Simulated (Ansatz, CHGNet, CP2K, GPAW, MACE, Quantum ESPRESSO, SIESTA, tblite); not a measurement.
# SIESTA on random packing of C68N32 (at. %) (79 atoms): settings against a plane-wave reference, part 2 of 2

Aim: run random packing of C68N32 (at. %) (79 atoms) in SIESTA and see how near its forces come to a plane-wave reference, and at what cost.

Program: SIESTA 5.4.2; the method stands at each step. Banners, paths, timers and routine set-up lines are dropped from the logs unmarked, and long logs keep their key lines alone; longer cuts are marked. The potentials were converted by us to PSML.

So far. Step 2 (PBE, DZP, shift 0.01 Ry, mesh 500 Ry): Forces lie 5.6 % from the reference's, at 15 times its CPU time (on 2 against 8 cores). Step 3 (PBE, SZ, shift 0.01 Ry, mesh 500 Ry): Against the first run (5.6 %), the force difference from the reference is 72 %, at 0.23 times the CPU time (on 1 against 2 cores), with 316 basis functions against 1027: the smaller basis costs accuracy.

## (4) PBE, DZ, shift 0.01 Ry, mesh 500 Ry

Method: Kohn-Sham DFT, PBE, PseudoDojo 0.4.1 norm-conserving pseudopotentials (converted to PSML), numerical atomic orbitals (DZ), diagonalisation.

Input file input.fdf:

```
SystemLabel cell
NumberOfAtoms 79
NumberOfSpecies 2
%block ChemicalSpeciesLabel
  1 6 C
  2 7 N
%endblock ChemicalSpeciesLabel
LatticeConstant 1.0 Ang
%block LatticeVectors
  8.88940 0.00000 0.00000
  0.00000 8.88940 0.00000
  0.00000 0.00000 8.88940
%endblock LatticeVectors
PAO.BasisSize DZ
PAO.EnergyShift 0.01 Ry
XC.Functional GGA
XC.Authors PBE
MeshCutoff 500 Ry
%block kgrid_Monkhorst_Pack
  1 0 0 0.0
  0 1 0 0.0
  0 0 1 0.0
%endblock kgrid_Monkhorst_Pack
SolutionMethod diagon
OccupationFunction FD
ElectronicTemperature 580 K
SCF.Mixer.Method Pulay
SCF.Mixer.Weight 0.05
SCF.Mixer.History 8
SCF.Mix Hamiltonian
MaxSCFIterations 300
SCF.DM.Tolerance 1e-04
SCF.H.Tolerance 1.0e-3 eV
WriteForces T
Write.HirshfeldPop T
Write.VoronoiPop T
Write.DM F
Write.H F
XML.Write F
AtomicCoordinatesFormat Fractional
%block AtomicCoordinatesAndAtomicSpecies
[... 79 atom lines left out: the same atoms as in the first run ...]
%endblock AtomicCoordinatesAndAtomicSpecies
```

Launch:

```console
> OMP_NUM_THREADS=1 mpirun -np 2 siesta < input.fdf > output.txt
```

Log:

```text
Version         : 5.4.2
reinit: System Name:
reinit: System Label: cell
initatom: Reading input for the pseudopotentials and atomic orbitals ----------
Species number:   1 Atomic number:    6 Label: C
Species number:   2 Atomic number:    7 Label: N
Ground state valence configuration (from tables):   2s02  2p02  3d00  4f00
Ground state valence configuration (from tables):   2s02  2p03  3d00  4f00
---- Processing specs for species: C
GGA--PBE XC_GGA_X_PBE--XC_GGA_C_PBE pb
---- Processing specs for species: N
GGA--PBE XC_GGA_X_PBE--XC_GGA_C_PBE pb
[... lines left out ...]
stepf: Fermi-Dirac step function
        iscf     Eharris(eV)        E_KS(eV)     FreeEng(eV)     dDmax    Ef(eV) dHmax(eV)
[... lines left out ...]
SCF Convergence by DM+H criterion
[... lines left out ...]
SCF cycle converged after 21 iterations
[... lines left out ...]
   Max    4.970512
[... lines left out ...]
   Max    4.970512    constrained
Stress tensor Voigt[x,y,z,yz,xz,xy] (kbar):      103.05      189.15      126.11       -7.23      -11.69        3.36
[... lines left out ...]
siesta: FreeEng =    -15591.867800
[... lines left out ...]
siesta:       Ion-ion =   -9062.183517
siesta:         Total =  -15591.508409
siesta:         Fermi =      -4.459379
siesta: Stress tensor (static) (eV/Ang**3):
siesta:     0.064320    0.002098   -0.007295
siesta:     0.002098    0.118056   -0.004512
siesta:    -0.007294   -0.004512    0.078713
siesta: Cell volume =        702.453121 Ang**3
siesta: Pressure (static):
siesta:                Solid            Molecule  Units
siesta:          -0.00094787         -0.00051335  Ry/Bohr**3
siesta:          -0.08702983         -0.04713331  eV/Ang**3
siesta:        -139.43716519        -75.51588946  kBar
    Orbital volume contribution        =          18.052377 eV
    (Free)E + p_basis*V_orbitals       =      -15573.815422 eV
    (Free)Eharris+ p_basis*V_orbitals  =      -15573.815422 eV
Hirshfeld Atomic Populations:
Atom #   charge [q] valence [e]  Species
     1    -0.000623    4.000623  C
     2    -0.005045    4.005045  C
     3     0.002381    3.997619  C
[...]
55     0.018259    4.981741  N
    56    -0.064164    5.064164  N
    57    -0.022664    5.022664  N
[...]
--------------------
 Total    -0.000034
Voronoi Atomic Populations:
Atom #   charge [q] valence [e]  Species
[...]
53     0.042474    3.957526  C
    54     0.008606    3.991394  C
[...]
78    -0.053553    5.053553  N
    79    -0.003891    5.003891  N
--------------------
 Total    -0.000034
```

Elapsed: 63 s, on 2 MPI ranks of Arm Neoverse V2, shared host; peak memory 1 GiB.

Compared with the plane-wave run:

```
r.m.s. force component                  : 1.754 eV/Å
r.m.s. difference of force components   : 614.5 meV/Å
longest difference of force vectors     : 2118 meV/Å
force difference over r.m.s. force      : 31.4 %
slope of forces against the reference's : 0.8522
correlation of force components         : 0.951
pressure                                : -13.94 GPa
pressure difference                     : 9.947 GPa
```

This is a coarse setting, run to see what it loses.

Against the first run (5.6 %), the force difference from the reference is 31 %, at 0.34 times the CPU time, with 632 basis functions against 1027: the smaller basis costs accuracy.

## (5) RPBE, PBE potentials, DZP, shift 0.01 Ry, mesh 500 Ry

Method: Kohn-Sham DFT, RPBE, PseudoDojo 0.4.1 norm-conserving pseudopotentials (converted to PSML), numerical atomic orbitals (DZP), diagonalisation.

Changes to input.fdf since step 4:

```diff
@@ -13,6 +13,6 @@
 %endblock LatticeVectors
-PAO.BasisSize DZ
+PAO.BasisSize DZP
 PAO.EnergyShift 0.01 Ry
 XC.Functional GGA
-XC.Authors PBE
+XC.Authors RPBE
 MeshCutoff 500 Ry
```

Log:

```text
Version         : 5.4.2
reinit: System Name:
reinit: System Label: cell
initatom: Reading input for the pseudopotentials and atomic orbitals ----------
Species number:   1 Atomic number:    6 Label: C
Species number:   2 Atomic number:    7 Label: N
Ground state valence configuration (from tables):   2s02  2p02  3d00  4f00
Ground state valence configuration (from tables):   2s02  2p03  3d00  4f00
---- Processing specs for species: C
GGA--PBE XC_GGA_X_PBE--XC_GGA_C_PBE pb
---- Processing specs for species: N
GGA--PBE XC_GGA_X_PBE--XC_GGA_C_PBE pb
C pseudopotential only contains V_ls up to l=1 -- lmxkb reset.
N pseudopotential only contains V_ls up to l=1 -- lmxkb reset.
Using PAO.SplitTailNorm
%block ChemicalSpeciesLabel
[... lines left out ...]
Total number of electrons:   341.000000
[... lines left out ...]
stepf: Fermi-Dirac step function
        iscf     Eharris(eV)        E_KS(eV)     FreeEng(eV)     dDmax    Ef(eV) dHmax(eV)
[... lines left out ...]
SCF Convergence by DM+H criterion
[... lines left out ...]
SCF cycle converged after 23 iterations
[... lines left out ...]
   Max    5.143563
[... lines left out ...]
   Max    5.143563    constrained
Stress tensor Voigt[x,y,z,yz,xz,xy] (kbar):      161.07      251.83      180.99      -11.12      -15.74       -1.50
[... lines left out ...]
siesta: DEna    =       235.974741
siesta: DUscf   =         7.976945
siesta: Ex      =     -4464.898087
siesta: Ec      =      -413.852538
siesta: Exc     =     -4878.750626
siesta: Eharris =    -15621.826421
siesta: Etot    =    -15621.826417
siesta: FreeEng =    -15622.178056
siesta: Final energy (eV):
siesta:  Band Struct. =   -4021.005255
siesta:       Kinetic =    9478.237410
siesta:       Hartree =    2928.088909
siesta:         Exch. =   -4464.898087
siesta:         Corr. =    -413.852538
siesta:   Exch.-corr. =   -4878.750626
siesta:  Ion-electron =  -14062.481083
siesta:       Ion-ion =   -9086.921027
siesta:         Total =  -15621.826417
siesta:         Fermi =      -4.431176
siesta: Stress tensor (static) (eV/Ang**3):
siesta:     0.100533   -0.000935   -0.009823
siesta:    -0.000935    0.157183   -0.006941
siesta:    -0.009823   -0.006941    0.112968
siesta: Cell volume =        702.453121 Ang**3
siesta: Pressure (static):
siesta:                Solid            Molecule  Units
siesta:          -0.00134575         -0.00089967  Ry/Bohr**3
siesta:          -0.12356114         -0.08260432  eV/Ang**3
siesta:        -197.96677599       -132.34671448  kBar
    Orbital volume contribution        =          26.946635 eV
    (Free)E + p_basis*V_orbitals       =      -15595.231421 eV
    (Free)Eharris+ p_basis*V_orbitals  =      -15595.231425 eV
Hirshfeld Atomic Populations:
Atom #   charge [q] valence [e]  Species
     1     0.003029    3.996971  C
     2    -0.006444    4.006444  C
     3     0.000137    3.999863  C
[...]
55     0.015207    4.984793  N
    56    -0.062824    5.062824  N
    57    -0.017037    5.017037  N
[...]
--------------------
 Total    -0.000034
Voronoi Atomic Populations:
Atom #   charge [q] valence [e]  Species
[...]
53     0.045628    3.954372  C
    54     0.016182    3.983818  C
[...]
78    -0.051928    5.051928  N
    79    -0.006193    5.006193  N
--------------------
 Total    -0.000034
```

Wall time 3.1 min (2 MPI ranks); peak memory 1.6 GiB.

Against the reference:

* r.m.s. force component: 1.951 eV/Å
* r.m.s. difference of force components: 93.36 meV/Å
* longest difference of force vectors: 365.5 meV/Å
* force difference over r.m.s. force: 4.77 %
* slope of forces against the reference's: 0.9956
* correlation of force components: 0.9989
* pressure: -19.8 GPa
* pressure difference: 4.094 GPa

Against the first run (5.6 %), the force difference from the reference is 4.8 %, at 0.99 times the CPU time; another functional landing nearer a PBE reference means that errors partly cancel.

## (6) A run with a doubtful setting

Changes to input.fdf since step 5:

```diff
@@ -13,6 +13,6 @@
 %endblock LatticeVectors
-PAO.BasisSize DZP
+PAO.BasisSize QZ3P
 PAO.EnergyShift 0.01 Ry
 XC.Functional GGA
-XC.Authors RPBE
+XC.Authors PBE
 MeshCutoff 500 Ry
@@ -30,3 +30,3 @@
 SCF.Mix Hamiltonian
-MaxSCFIterations 300
+MaxSCFIterations 60
 SCF.DM.Tolerance 1e-04
```

Log:

```text
Version         : 5.4.2
reinit: System Name:
reinit: System Label: cell
initatom: Reading input for the pseudopotentials and atomic orbitals ----------
Species number:   1 Atomic number:    6 Label: C
Species number:   2 Atomic number:    7 Label: N
size_name: Incorrect basis-size option specified, active options are:
  SZ or MINIMAL
  SZP, SZSP, SZ1P, SZP1
  DZ
  DZP, DZSP, DZP1, DZ1P or STANDARD
  DZDP, DZP2, DZ2P
  TZ
  TZP, TZSP, TZP1, TZ1P
  TZDP, TZP2, TZ2P
  TZTP, TZP3, TZ3P
stopping program
stopping program
Stopping Program from Node:    0
Stopping Program from Node:    0
```

Run time: 0.51 s. Hardware: 2 MPI ranks; peak memory 0.19 GiB.

The program stopped at the start. The fault in the input: an unknown basis size (basis QZ3P).

## (7) Side by side

Differences are against the plane-wave reference, forces as r.m.s. over components; share is that over the reference's r.m.s. force, slope the least-squares factor from reference forces to these. Total energies of different programs have different zeros and aren't compared.

| run | Δ force, r.m.s. (meV/Å) | share (%) | slope | Δ pressure (GPa) | cores | CPU time | memory (GiB) |
| --- | --- | --- | --- | --- | --- | --- | --- |
| reference | - | - | - | - | 8 | 24 s | 0.85 |
| SIESTA PBE, DZP, shift 0.01 Ry, mesh 500 Ry | 110 | 5.64 | 0.981 | 1.65 | 2 | 6.2 min | 1.6 |
| SIESTA PBE, SZ, shift 0.01 Ry, mesh 500 Ry (coarse) | 1411 | 72.1 | 0.570 | 23.1 | 1 | 86 s | 0.65 |
| SIESTA PBE, DZ, shift 0.01 Ry, mesh 500 Ry (coarse) | 615 | 31.4 | 0.852 | 9.95 | 2 | 2.1 min | 1 |
| SIESTA RPBE, PBE potentials, DZP, shift 0.01 Ry, mesh 500 Ry | 93.4 | 4.77 | 0.996 | 4.09 | 2 | 6.2 min | 1.6 |

Rows marked coarse were listed beforehand as settings not expected to be converged; some can still land near the reference.

CPU time is summed over cores on a shared host, where runs went side by side, so it is rough. Symmetry, cutoffs, thresholds, outputs and thread counts weren't matched or tuned between programs; memory under MPI is the largest rank's times the ranks.

Mean charges by element (e), by run and scheme:

```
                                                         run     scheme      C      N
                                                   reference     Löwdin  +0.07  -0.09
                 SIESTA PBE, DZP, shift 0.01 Ry, mesh 500 Ry  Hirshfeld  +0.01  -0.03
SIESTA RPBE, PBE potentials, DZP, shift 0.01 Ry, mesh 500 Ry  Hirshfeld  +0.01  -0.03
```

The reference's Löwdin charges lack the electrons that the projection spills, 0.022 e an atom on average.

## (8) Summary of results

```yaml
nearest_in_forces: SIESTA RPBE, PBE potentials, DZP, shift 0.01 Ry, mesh 500 Ry, 4.8 %
its_cpu_time: 6.2 min
```

What this shows: The PBE run in local orbitals, coarse settings apart, differs by 5.6 % (SIESTA PBE, DZP, shift 0.01 Ry, mesh 500 Ry); basis, grid and potentials can all enter. Rows with another functional or a dispersion term differ by 4.8 % (SIESTA RPBE, PBE potentials, DZP, shift 0.01 Ry, mesh 500 Ry), which mixes the change of model with differences of basis and potentials, some of them made for another functional. Runs with settings chosen to be coarse differ by 31 % (SIESTA PBE, DZ, shift 0.01 Ry, mesh 500 Ry) to 72 % (SIESTA PBE, SZ, shift 0.01 Ry, mesh 500 Ry), their programs' other errors included. None of the electronic-structure runs in the table takes under half the reference's CPU time of 24 s; they take 3.6 to 15 times as much. In pressure, SIESTA PBE, SZ, shift 0.01 Ry, mesh 500 Ry misses by +23.1 GPa, at the same functional. Charges hang on scheme and program or settings: among these rows the mean for N runs from -0.09 to -0.03 e. The electron count is odd in these runs, and they have no spin polarisation, so the unpaired electron is spread evenly over both spins. The reference's stress is far from hydrostatic: its diagonal is -20.3, -29.3, -22.1 GPa, compression counted positive. The reference's pressure of -24 GPa says that the cell would shrink at this level of theory. The electron count is odd and the run has no spin polarisation, so levels at the top are partly filled by construction. The electronic-structure runs sample only Γ, in a cell whose shortest periodic width is 9 Å, which is coarse for a cell with partly filled levels.

[Also dropped from logs without a mark: logging warnings of Python, and SIESTA's first energy breakdown and zero terms.]

[Logs are printed without paths, hosts, clocks, repeated set-up lines and the standing remarks that a program may print on its own settings, such as how far it seeks lower states.]

[Hosts, paths, dates, database ids (printed as entryN), source tags and the programs' standing remarks are cut or masked in the printed files.]
